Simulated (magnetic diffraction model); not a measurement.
**Zr4CrSn3: what an assumed order does to the neutron pattern**

Space group I4/mcm (no. 140), a = 11.0200 Å, c = 5.4840 Å.

```csv
site,atom,x,y,z
8h,Sn,0.1659,0.3341,0
4a,Sn,0,0,3/4
16k,Zr,0.2621,0.4247,1/2
4b,Cr,0,1/2,3/4
```

The compound is invented for this exercise: a known structure type with other elements, its cell scaled to their sizes and not relaxed.

Only Cr is taken to order (form factors of Cr2+); orders and moment sizes are assumed, and not adapted to the symmetry. Radiation: neutrons of λ = 2.52 Å, 2° to 70°; isotropic B of 0.15 Å² (Sn), 0.2 Å² (Zr) and 0.23 Å² (Cr). The intensities are simulated: I ∝ L Σ (|F_N|² + |F_M⊥|²) for unpolarised neutrons, with F_M = 2.695 fm/μB × Σ f(s) S exp(2πi Q·r) exp(−B s²) at Q = H ± k (one set where k and −k are equivalent), only the part normal to Q counting and L = 1/(sin²θ cos θ). For a modulated order the moment at position r is S exp(−2πi k·r) + c.c., with S = m/2 for a sine wave of amplitude m and S = m(u + iv)/2 for moments turning in a plane, u and v being orthogonal unit vectors in it; the phase factor of the sum at Q = H + k is then exp(2πi H·r). Form factors are spin-only for 3d ions and dipole or tabulated for f ions, scattering lengths are Sears's of 1992, and absorption is left out. A label names one of the reflections at its angle. The strongest nuclear line in the range is 100, and lines under 0.2 are left out.

Assume the order k = (0 0 1/3), moments turning in the plane of [100] and [010], 1.23 μB on Cr; signs + at (0, 1/2, 3/4), + at (0, 1/2, 1/4).

Predict the pattern, nuclear and magnetic parts apart.

```
2θ (°)      index  nuclear  magnetic
  8.79  (0 0 1/3)      0.0       4.5
 18.61    (1 1 0)      0.7       0.0
 20.61  (1 1 1/3)      0.0       1.8
 26.44    (2 0 0)      0.8       0.0
 27.91  (2 0 1/3)      0.0       0.8
 37.74    (2 2 0)      1.3       0.0
 38.82  (2 2 1/3)      0.0       0.3
 40.21    (2 1 1)      0.5       0.0
 42.39    (3 1 0)      6.0       0.0
 43.38  (3 1 1/3)      0.0       0.5
 49.12  (1 1 5/3)      0.0       0.3
 52.98  (2 0 5/3)      0.0       0.2
 54.43    (4 0 0)      8.2       0.0
 54.71    (0 0 2)     25.0       0.0
 56.32    (3 2 1)     36.3       0.0
 58.04    (3 3 0)      5.5       0.0
 58.30    (1 1 2)      1.4       0.0
 61.51    (4 2 0)     55.5       0.0
 61.76    (2 0 2)     40.2       0.0
 63.26    (4 1 1)    100.0       0.0
 63.56  (3 1 5/3)      0.0       0.2
 68.38    (2 2 2)     40.1       0.0
```

The strongest magnetic line in the range is (0 0 1/3) at 8.79° (4.5). On top of the Lorentz factor, which all lines share, magnetic lines fade with angle because f falls: for Cr2+ it is 0.88, 0.62, 0.37 and 0.09 at sin θ/λ = 0.1, 0.2, 0.3 and 0.5 Å⁻¹, while nuclear lengths stay constant. The order has no net moment.

[Logs are printed without paths, hosts, clocks, repeated set-up lines and the standing remarks that a program may print on its own settings, such as how far it seeks lower states.]
